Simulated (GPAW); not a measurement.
# O K ELNES/XANES of MnO2 (Pyrolusite, P4_2/mnm) from DFT

Aim: the dependence of the O K near-edge features of MnO2 (Pyrolusite, P4_2/mnm) on volume.

Method: X-ray absorption from dipole matrix elements to empty bands, plane-wave PAW LDA, in GPAW 26.7.0.

## 1. Starting point

It takes space group P4_2/mnm (No. 136, tetragonal). Conventional cell: a = 4.398 Å, b = 4.398 Å, c = 2.873 Å, α = 90.00°, β = 90.00°, γ = 90.00°. Mn has 6 O at 1.88 to 1.90 Å nearest. O has 3 Mn at 1.88 to 1.90 Å nearest. Farther neighbours and most contacts between anions are not listed.

Structure file:

```xyz
6
Lattice="4.3983 0.0000 0.0000 0.0000 4.3983 0.0000 0.0000 0.0000 2.8730" Properties=species:S:1:pos:R:3 pbc="T T T"
Mn    2.1991    2.1991    1.4365
Mn    0.0000    0.0000    0.0000
O     3.5413    0.8570    1.4365
O     3.0562    3.0562    0.0000
O     0.8570    3.5413    1.4365
O     1.3421    1.3421    0.0000
```

## 2. Ground state of the crystal

A plain self-consistent run shows whether there is a gap and which moments survive; both decide the set-up of the core-hole run.

The input, scf.py:

```python
import numpy as np
from ase import Atoms
from ase.parallel import parprint, paropen
from gpaw import GPAW, PW, FermiDirac, Mixer, MixerDif, setup_paths
from gpaw.test import gen
setup_paths.insert(0, '.')
gen('O', name='nch1s', xcname='LDA', corehole=(1, 0, 0), write_xml=True)
from gpaw.mpi import world
world.barrier()

atoms = Atoms('Mn2O4',
    cell=[[4.3983, 0, 0],
     [0, 4.3983, 0],
     [0, 0, 2.873]],
    scaled_positions=[[0.5, 0.5, 0.5],
     [0, 0, 0],
     [0.80515, 0.19485, 0.5],
     [0.69485, 0.69485, 0],
     [0.19485, 0.80515, 0.5],
     [0.30515, 0.30515, 0]],
    magmoms=[4.0, -4.0, 0.0, 0.0, 0.0, 0.0],
    pbc=True)
atoms.calc = calc = GPAW(legacy_gpaw=True, mode=PW(500), xc='LDA', setups={2: 'nch1s'},
    kpts={'size': (6, 6, 9), 'gamma': True}, occupations=FermiDirac(0.05),
    charge=0, mixer=MixerDif(0.05, 8, 50), maxiter=150,
    convergence={'density': 0.0001}, txt='scf.txt')
energy = atoms.get_potential_energy() + calc.get_reference_energy()
ef = calc.get_fermi_level()
out = dict(energy=energy, fermi=ef, forces=atoms.get_forces().tolist(), magmoms=atoms.get_magnetic_moments().tolist())
parprint(f'all-electron energy {energy:.4f} eV, Fermi level {ef:.4f} eV')
ev = np.array([[calc.get_eigenvalues(k, s) for k in range(len(calc.get_ibz_k_points()))] for s in range(calc.get_number_of_spins())])
out['homo'], out['lumo'], out['counts'] = ev[ev < ef].max(), ev[ev > ef].min(), sorted(set((ev < ef).sum((0, 2)).tolist()))
out['filled'] = (ev[:, 0] < ef).sum(1).tolist()
import json
with paropen('out.json', 'w') as f:
    json.dump(out, f)
```

Launch:

```bash
$ OMP_NUM_THREADS=1 mpirun -n 2 gpaw python scf.py
```

Numbers of over 12 decimals in the logs are rounded to 6 here.

Output:

```text
Input parameters:
  convergence: {density: 0.0001}
  kpts: {gamma: True,
         size: (6, 6, 9)}
  maxiter: 150
  mixer: {backend: pulay,
          beta: 0.05,
          method: difference,
          nmaxold: 8,
          weight: 50}
  mode: {ecut: 500.0,
         name: pw}
  occupations: {fixmagmom: False,
                name: fermi-dirac,
                width: 0.05}
  setups: {2: nch1s}

Initialize ...

[... PAW data sets ...]

Reference energy: -71022.576221  # eV

Spin-polarized calculation.
Initial magnetic moment: 0.000000

[... convergence settings ...]
Symmetries present (total): 4
  [... symmetry matrices ...]

324 k-points: 6 x 6 x 9 Monkhorst-Pack grid + [1/12,1/12,0.000000]
65 k-points in the irreducible part of the Brillouin zone
       k-points in crystal coordinates                weights
   0:     0.00000000    0.00000000    0.00000000          1/324
   1:     0.00000000    0.00000000    0.11111111          2/324
   2:     0.00000000    0.00000000    0.22222222          2/324
   3:     0.00000000    0.00000000    0.33333333          2/324
   4:     0.00000000    0.00000000    0.44444444          2/324
   5:     0.16666667   -0.16666667    0.00000000          2/324
   6:     0.16666667   -0.16666667    0.11111111          4/324
   7:     0.16666667   -0.16666667    0.22222222          4/324
   8:     0.16666667   -0.16666667    0.33333333          4/324
   9:     0.16666667   -0.16666667    0.44444444          4/324
          ...
  64:     0.50000000    0.50000000    0.44444444          2/324

Wave functions: Plane wave expansion
  Cutoff energy: 500.000 eV
  Number of coefficients (min, max): 1388, 1440
  Pulay-stress correction: 0.000000 eV/Ang^3 (de/decut=0.000000)
  Using FFTW library
  Wavefunction extrapolation:
    Improved wavefunction reuse through dual PAW basis

Occupation numbers: Fermi-Dirac:
  width: 0.0500  # eV

Eigensolver
   Davidson(niter=2)

Densities:
  Coarse grid: 24*24*15 grid
  Fine grid: 48*48*30 grid
  Total Charge: 0.000000

Density mixing:
  Method: difference
  Backend: pulay
  Linear mixing parameter: 0.05
  old densities: 8
  Width of damping distribution: 1.1
  Damping of long wavelength oscillations: 50

[... Hamiltonian set-up ...]
Number of atoms: 6
Number of atomic orbitals: 42
Number of bands in calculation: 37
Number of valence electrons: 54
Bands to converge: occupied

... initialized

Initializing position-dependent things.

Density initialized from atomic densities
Creating initial wave functions:
  37 bands from LCAO basis set

Positions:
   0 Mn     2.199150    2.199150    1.436500    ( 0.0000,  0.0000,  4.0000)
   1 Mn     0.000000    0.000000    0.000000    ( 0.0000,  0.0000, -4.0000)
   2 O      3.541291    0.857009    1.436500    ( 0.0000,  0.0000,  0.0000)
   3 O      3.056159    3.056159    0.000000    ( 0.0000,  0.0000,  0.0000)
   4 O      0.857009    3.541291    1.436500    ( 0.0000,  0.0000,  0.0000)
   5 O      1.342141    1.342141    0.000000    ( 0.0000,  0.0000,  0.0000)

Unit cell:
           periodic     x           y           z      points  spacing
  1. axis:    yes    4.398300    0.000000    0.000000    24     0.1833
  2. axis:    yes    0.000000    4.398300    0.000000    24     0.1833
  3. axis:    yes    0.000000    0.000000    2.873000    15     0.1915

  Lengths:   4.398300   4.398300   2.873000
  Angles:   90.000000  90.000000  90.000000

Effective grid spacing dv^(1/3) = 0.1860

iter:   1   -58.503424                   -0.0000
iter:   2   -56.938617   -1.06  -1.09    -0.0000
iter:   3   -54.247871   -0.86  -1.16    -0.0000
iter:   4   -54.133554   -2.68  -1.56    -0.0000
iter:   5   -55.184184   -1.27  -1.55    -0.0000
iter:   6   -54.139238   -1.94  -1.43    -0.0000
iter:   7   -54.027022   -1.72  -1.94    +0.0001
iter:   8   -53.892346   -2.51  -1.94    +0.0001
iter:   9   -53.891422   -3.85  -2.77    -0.0003
iter:  10   -53.890660c  -4.62  -2.69    -0.0005
iter:  11   -53.894020c  -4.11  -2.82    -0.0006
iter:  12   -53.895699c  -4.87  -3.71    +0.0000
iter:  13   -53.895961c  -5.24  -3.24    +0.0003
iter:  14   -53.896002c  -5.91  -3.06    +0.0004
iter:  15   -53.895683c  -5.41  -2.99    +0.0004
iter:  16   -53.895552c  -5.87  -3.14    +0.0004
[...]
iter:  20   -53.895685c  -7.26  -3.34    +0.0001
iter:  21   -53.895667c  -6.99  -3.33    +0.0002
iter:  22   -53.895693c  -5.13  -3.41    +0.0002
iter:  23   -53.895655c  -6.77  -4.26c   +0.0002
iter:  24   -53.895656c  -7.78c -4.02c   +0.0004

Converged after 24 iterations.

Dipole moment: (0.000000, -0.000000, 0.000000) |e|*Ang

Total magnetic moment: (0.000000, 0.000000, 0.000362)
Local magnetic moments:
   0 Mn ( 0.000000,  0.000000,  2.342978)
   1 Mn ( 0.000000,  0.000000, -2.343537)
   2 O  ( 0.000000,  0.000000, -0.033894)
   3 O  ( 0.000000,  0.000000,  0.034233)
   4 O  ( 0.000000,  0.000000, -0.033894)
   5 O  ( 0.000000,  0.000000,  0.034233)

Energy contributions relative to reference atoms: (reference = -71022.576221)

Kinetic:        +17.161313
Potential:      -22.146630
External:        +0.000000
XC:             -49.060298
Entropy (-ST):   -0.014583
Local:           +0.157250
SIC:             +0.000000
--------------------------
Free energy:    -53.902947
Extrapolated:   -53.895656

Spin contamination: 2.570572 electrons
Showing only first 2 kpts
                      Up                     Down
 Kpt  Band  Eigenvalues  Occupancy  Eigenvalues  Occupancy
  0    25      4.75853    1.00000      4.75900    1.00000
  0    26      5.45470    0.99998      5.45549    0.99998
  0    27      5.61498    0.99947      5.61449    0.99948
  0    28      6.10829    0.08939      6.10757    0.09058

  1    25      5.09831    1.00000      5.09889    1.00000
  1    26      5.26827    1.00000      5.26905    1.00000
  1    27      5.78497    0.98441      5.78457    0.98453
  1    28      6.44955    0.00011      6.44909    0.00011

Fermi level: 5.99224

No gap
No difference between direct/indirect transitions

Forces in eV/Ang:
  0 Mn   -0.00000    0.00000    0.00000
  1 Mn    0.00000   -0.00000    0.00000
  2 O    -0.04895    0.04895    0.00000
  3 O     0.04896    0.04896    0.00000
  4 O     0.04895   -0.04895    0.00000
  5 O    -0.04896   -0.04896    0.00000
Scalar-relativistic atomic LDA calculation for O (Oxygen, Z=8)
Core hole in 1s state (1s occupation: 2.0)
300 radial gridpoints.
|------------------------------------------------|
|------------------------------------------------|
[... the atom generator's iteration count ...]

Energy contributions:
-------------------------
Kinetic:      +74.266897
XC:            -7.772280
Potential:   -141.018865
-------------------------
Total:        -74.524248

state      eigenvalue         ekin         rmax
-----------------------------------------------
1s^2.0 :   -18.772897    28.821965        0.130
2s^2.0 :    -0.872866     3.204810        0.874
2p^4.0 :    -0.337925     2.553337        0.813
-----------------------------------------------
(units: Bohr and Hartree)

Generating PAW setup
Kinetic energy of the core from tauc = 57.689706
Cutoffs:
rc(s)=1.300
rc(p)=1.130
rc(d)=1.170
rc(vbar)=1.300
rc(comp)=1.260
rc(nct)=1.300

Kinetic energy of the core states: 57.643930
Charge: 0.0
Core electrons: 2.0
Valence electrons: 6.0
Pseudo-core charge: 0.000776
Shape function alpha=6.299
Pseudo-electron charge 5.666261
state    eigenvalue         norm
--------------------------------
2s(2) :    -0.872866     1.079797
*s    :     0.127134
2p(4) :    -0.337925     0.876472
*p    :     0.662075
*d    :     0.000000
--------------------------------

Diagonalizing with gridspacing h=0.050

state   all-electron     PAW
-------------------------------
2s:      -0.872866    -0.873954
2p:      -0.337925    -0.341740
*d:                    0.050276
*f:                    0.077289
-------------------------------
all-electron energy -71076.4719 eV, Fermi level 5.9922 eV
```

Elapsed: 1.8 min, on 2 MPI ranks of Arm Neoverse V1, shared host; peak memory 0.29 GiB.

The mesh shows no gap, so the system is treated as a metal and the core electron is put at the Fermi level (neutral cell).

Site moments (μB): 2.34, -2.34, -0.03, 0.03, -0.03, 0.03.

## 3. Reference energy of the supercell

The photon energy needs a difference of total energies, so the cell and mesh of the coming hole run are first run without a hole.

scf.py: that of step 2 with these lines changed.

```diff
@@ -10,16 +10,22 @@
 
-atoms = Atoms('Mn2O4',
-    cell=[[4.3983, 0, 0],
-     [0, 4.3983, 0],
-     [0, 0, 2.873]],
-    scaled_positions=[[0.5, 0.5, 0.5],
+atoms = Atoms('Mn4O8',
+    cell=[[4.3983, 0, 2.873],
+     [0, 4.3983, 2.873],
+     [-4.3983, 0, 2.873]],
+    scaled_positions=[[0.25, 0.5, 0.75],
+     [0.75, 0.5, 0.25],
      [0, 0, 0],
-     [0.80515, 0.19485, 0.5],
-     [0.69485, 0.69485, 0],
-     [0.19485, 0.80515, 0.5],
-     [0.30515, 0.30515, 0]],
-    magmoms=[4.0, -4.0, 0.0, 0.0, 0.0, 0.0],
+     [0.5, 0, 0.5],
+     [0.55515, 0.19485, 0.75],
+     [0.05515, 0.19485, 0.25],
+     [0, 0.69485, 0.30515],
+     [0.5, 0.69485, 0.80515],
+     [0.94485, 0.80515, 0.75],
+     [0.44485, 0.80515, 0.25],
+     [0, 0.30515, 0.69485],
+     [0.5, 0.30515, 0.19485]],
+    magmoms=[4.0, 4.0, -4.0, -4.0, 0.0, 0.0, 0.0, 0.0, 0.0, 0.0, 0.0, 0.0],
     pbc=True)
-atoms.calc = calc = GPAW(legacy_gpaw=True, mode=PW(500), xc='LDA', setups={2: 'nch1s'},
-    kpts={'size': (6, 6, 9), 'gamma': True}, occupations=FermiDirac(0.05),
+atoms.calc = calc = GPAW(legacy_gpaw=True, mode=PW(500), xc='LDA', setups={4: 'nch1s'},
+    kpts={'size': (4, 4, 4), 'gamma': True}, occupations=FermiDirac(0.1),
     charge=0, mixer=MixerDif(0.05, 8, 50), maxiter=150,
```

Output:

```text
Input parameters:
  convergence: {density: 0.0001}
  kpts: {gamma: True,
         size: (4, 4, 4)}
  maxiter: 150
  mixer: {backend: pulay,
          beta: 0.05,
          method: difference,
          nmaxold: 8,
          weight: 50}
  mode: {ecut: 500.0,
         name: pw}
  occupations: {fixmagmom: False,
                name: fermi-dirac,
                width: 0.1}
  setups: {4: nch1s}

Initialize ...

[...]
2s(2) :    -0.872866     1.079797
*s    :     0.127134
2p(4) :    -0.337925     0.876472
*p    :     0.662075
*d    :     0.000000
--------------------------------

Diagonalizing with gridspacing h=0.050

state   all-electron     PAW
-------------------------------
2s:      -0.872866    -0.873954
2p:      -0.337925    -0.341740
*d:                    0.050276
*f:                    0.077289
-------------------------------
all-electron energy -142152.9713 eV, Fermi level 6.0052 eV
[key lines of the parts left out:]
Converged after 24 iterations.
Dipole moment: (-0.000002, -0.000000, -0.000002) |e|*Ang
Free energy:   -107.879546
Fermi level: 6.00518
```

Wall time 3.8 min (2 MPI ranks); peak memory 0.45 GiB; 7.6 min of CPU time.

Reference energy: -142152.971 eV with the cores included.

[end of part 1 of 3]

[Banner, clock and machine lines of the logs are left out without a mark of their own.]

[Logs are printed without paths, hosts, clocks, repeated set-up lines and the standing remarks that a program may print on its own settings, such as how far it seeks lower states.]

[Hosts, paths, dates, database ids (printed as entryN), source tags and the programs' standing remarks are cut or masked in the printed files.]

[Lists of maxima count a maximum above −3 eV only where it reaches 4 % of the highest in the window and stands out from its surroundings by 2 % of it (1.5 % where it reaches 55 %); shoulders and weaker maxima are passed over, and of the rest the first, up to two pre-edge ones and the few strongest are named.]
